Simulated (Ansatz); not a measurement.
# Phonons of SiMoPt in the AlB2 type, part 3 of 3

The plan: relax SiMoPt in the AlB2 type, check its phonons, and, if the lattice is stable, compute its Eliashberg function and ρ(T).

Ansatz 0.2.0; DFT PBEsol, scalar-relativistic, plane waves, PAW.

So far, highest frequency, solved or plainly interpolated (cm⁻¹): step 5 (phonons: q 2×2×2, k 4×4×6) 360. Also lowest on path (cm⁻¹): step 5 -52.4. The relaxed cell has a = 4.203, c = 2.814 Å (conventional setting).

The structure was built from a prototype and need not be the compound's stable phase.

## (7) Resistivity: q 3×3×2, k 6×6×8, scattering 12×12×12

The next rung changes the q mesh, which sets the reach of the force constants and couplings; the k mesh of the density and its response; the scattering mesh, which samples the Fermi surface.

Contents of input.yaml:

```yaml
crystal:
  lattice:
    - [4.2027234065, 0.0, 0.0]
    - [-2.1013617033, 3.6396652351, 0.0]
    - [0.0, 0.0, 2.8137598324]
  atoms:
    - { symbol: Mo, position: [0.0, 0.0, 0.0] }
    - { symbol: Si, position: [0.3333333333, 0.6666666667, 0.5] }
    - { symbol: Pt, position: [0.6666666667, 0.3333333333, 0.5] }
kpoints:
  mp_grid: { grid: [6, 6, 8] }
hamiltonian:
  xc: pbesol
scf:
  occupations: { method: methfessel_paxton, width: 0.2 }
output:
  eigenvalues: true
phonons:
  method: dfpt
  qmesh: [3, 3, 2]
  temperatures: { t_max: 1000, t_step: 50 }
  qpath:
    path:
      - [[0.0, 0.0, 0.0], [0.5, 0.0, 0.0], [0.33333333, 0.33333333, 0.0], [0.0, 0.0, 0.0], [0.0, 0.0, 0.5], [0.5, 0.0, 0.5], [0.33333333, 0.33333333, 0.5], [0.0, 0.0, 0.5]]
      - [[0.5, 0.0, 0.5], [0.5, 0.0, 0.0]]
      - [[0.33333333, 0.33333333, 0.5], [0.33333333, 0.33333333, 0.0]]
    npoints: 10
  electrical_resistivity:
    mesh: [12, 12, 12]
    temperatures: [20.0, 50.0, 77.0, 100.0, 150.0, 200.0, 300.0, 400.0, 600.0, 800.0]
  superconductivity: { mesh: [12, 12, 12] }
```

Launch:

```bash
ansatz run input.yaml --threads 4 --pin off --max-ram 10240MiB --backend cpu --events-out ev --progress --plain --runs-dir out
```

The log of the run:

```text
[the first part of the log is left out]
  E_vxc        = -581.984134  (∫ρ·V_xc dr)
  E_paw        = -12959.091704  (= ΣΔE_a)
  E_vpaw       = -438.917003  (= ΣTr[D̂ρ^β])
  E_aug_tail   = 0.000226  (compensation charges beyond the density's cutoff)
  E_ewald      = -4139.533009
  E_core_change = 0.527841  (= ΣΔE_core)
  E_smearing   = -0.009427  (= −TS)
  E_closure    = 0.000000  (closes the sum)
  Σ components = -17903.771197   (vs F -17903.771197, Δ=0.00e0)
--- Band table (eV; the first three rows and the last of 35) ---
  k-point 0: bands = ["-79.5597", "-41.3627", "-33.8811", "-33.8811", "-33.4523", "-15.4929", "-15.4929", "-15.1170", "7.5762", "13.2927", "13.2927", "13.4062", "16.6850", "16.7402", "16.7402", "17.0281", "17.0281", "20.9975", "21.0189", "21.0189", "23.9341", "23.9341"]
  k-point 1: bands = ["-79.5584", "-41.3510", "-33.8781", "-33.8781", "-33.4831", "-15.4804", "-15.4804", "-15.2310", "7.8902", "13.2667", "13.2667", "13.7835", "15.9413", "15.9413", "17.2090", "17.6574", "17.6574", "20.6302", "20.6302", "21.1037", "23.2659", "24.7122"]
  k-point 2: bands = ["-79.5554", "-41.3227", "-33.8709", "-33.8709", "-33.5570", "-15.4996", "-15.4500", "-15.4500", "8.7723", "13.1948", "13.1948", "14.5274", "14.9779", "14.9779", "18.2654", "18.2654", "18.3972", "20.2563", "20.2563", "21.1294", "21.8715", "24.6880"]
  k-point 34: bands = ["-79.5510", "-41.2807", "-33.8627", "-33.8625", "-33.6629", "-15.8540", "-15.4206", "-15.4103", "11.8841", "12.8250", "13.3112", "13.8110", "15.2398", "15.4751", "16.5838", "17.9035", "18.1374", "19.2115", "21.0967", "21.6971", "22.2254", "22.3629"]
--- Phonons (Γ-DFPT): 6 representative perturbations + reference (Σ response iterations 23) ---
  ASR residual: 6.849e-5 → 0.000e0 eV/Å²; symmetrization residual: 4.019e-7 eV/Å²
  ASR residual per site (eV/Å²): 6.85e-5 3.18e-6 5.75e-5
  Γ frequencies (cm⁻¹): 0.00 0.00 0.00 101.69 146.24 170.46 170.46 355.27 355.27
--- Phonons (arbitrary-q DFPT): 6 irreducible q on the 3×3×2 mesh ---
  q = [0.0000, 0.0000, 0.0000] (star 1, of the zone-centre solve; hermiticity 5.89e-8, symmetrization 1.52e-10): -0.00 0.00 0.00 101.69 146.24 170.46 170.46 355.27 355.27
  q = [0.0000, 0.0000, -0.5000] (star 1, 6 solved perturbations in 300 linear systems a pass and spin channel, the states on 65 of 288 k-point pairs; hermiticity 3.28e-8, symmetrization 8.48e-9): -55.90 118.89 118.89 148.96 151.19 151.19 190.64 341.58 341.58
  q = [0.0000, 0.3333, 0.0000] (star 6, 9 solved perturbations on 105 of 288 k-point pairs; hermiticity 6.23e-8, symmetrization 3.37e-10): -11.61 66.71 86.69 112.84 136.58 162.64 164.60 340.91 349.02
  q = [0.0000, 0.3333, -0.5000] (star 6, 9 solved perturbations on 105 of 288 k-point pairs; hermiticity 5.35e-8, symmetrization 8.81e-10): 68.83 71.99 102.57 104.09 148.27 188.45 199.12 344.76 351.06
  q = [0.3333, 0.3333, 0.0000] (star 2, 6 solved perturbations in 465 linear systems a pass and spin channel, the states on 105 of 288 k-point pairs; hermiticity 1.77e-8, symmetrization 2.05e-9): 28.97 62.26 93.00 102.43 117.36 121.90 190.96 336.73 357.30
  q = [0.3333, 0.3333, -0.5000] (star 2, 6 solved perturbations in 465 linear systems a pass and spin channel, the states on 105 of 288 k-point pairs; hermiticity 4.10e-8, symmetrization 1.91e-9): -65.93 -21.23 76.12 123.97 171.26 176.96 177.95 336.85 342.56
  sum rule: each row above includes the acoustic sum rule's correction from the zone centre's row sums; it moved no ω² by more than (0.44 cm⁻¹)²
  mesh force constants: q→R imaginary residual 0.00e0; ASR residual 6.849e-5 → 0.000e0 eV/Å²; symmetrization residual 8.882e-15 eV/Å²
  interpolated dispersion: 93 rows × 9 modes
  density of states and harmonic sums: on the 18×18×22 q-mesh, interpolated from the force constants of a 3×3×2 supercell (no non-analytic term)
  largest difference from the sums on the solved wave vectors: F 1.78e-1 eV, S 2.31e-4 and C_V 5.37e-5 eV/K
  zero-point energy: 0.092060 eV/cell   skipped modes (ω ≤ 0): 96, of them read as no rigid motion or as one in doubt: 93 (1.568e-1 modes/cell left out, lowest -65.93 cm⁻¹)   left out of the sums: 1.75e-2 of the cell's modes: C_V's classical limit lies that fraction below 3 k_B per atom; for a crystal, a wire or a layer, F and S can be off by more, and a phonons.interpolated_qmesh denser along its periods is the remedy for the sampling
Error: electrical resistivity: the mode of lowest frequency at the wavevector [0.3333, 0.3333, -0.5000] is imaginary, -65.93 cm⁻¹ (written negative): the force constants describe an unstable lattice; relax the structure, enlarge phonons.supercell (under dfpt, kpoints.mp_grid), or, with a block electrical_resistivity or superconductivity, name a file of force constants under which the crystal is stable (phonons.electron_phonon_force_constants)
The harmonic force constants that this run solved are whole in <dir>
```

Run time: 90 s. Hardware: 4 threads of Arm Neoverse V2, shared host; peak memory 0.61 GiB.

The run ended with an error.

The program's message: “electrical resistivity: the mode of lowest frequency at the wavevector [0.3333, 0.3333, -0.5000] is imaginary, -65.93 cm⁻¹ (written negative): the force constants describe an unstable lattice; relax t …”

The run stops because a mode is imaginary on the scattering mesh, where no scattering rate is defined; denser k meshes, other smearings and, between solved wavevectors, finer q meshes show whether the instability is real.

## (8) Outcome

| Property | Result |
| --- | --- |
| lowest mode solved in a later run, q 3×3×2, k 6×6×8, scattering 12×12×12 | 65.9i cm⁻¹ |
| phonon run of the rows without a label of their own | PBEsol, q 2×2×2, k 4×4×6 |
| softest mode on the q mesh | 3.4 cm⁻¹ at q = (0.5, 0.5, 0) |
| highest frequency, solved or plainly interpolated | 360 cm⁻¹ |

In words: No coupling constant or resistivity was obtained: the scattering run stopped at an imaginary mode. Spin–orbit coupling, left out here, matters for Pt. The phonon runs are not spin-polarised. The structure was built by hand as an ordered model, and its stability against other phases was not tested.

[Logs are printed without paths, hosts, clocks, repeated set-up lines and the standing remarks that a program may print on its own settings, such as how far it seeks lower states.]

[Hosts, paths, dates, database ids (printed as entryN), source tags and the programs' standing remarks are cut or masked in the printed files.]
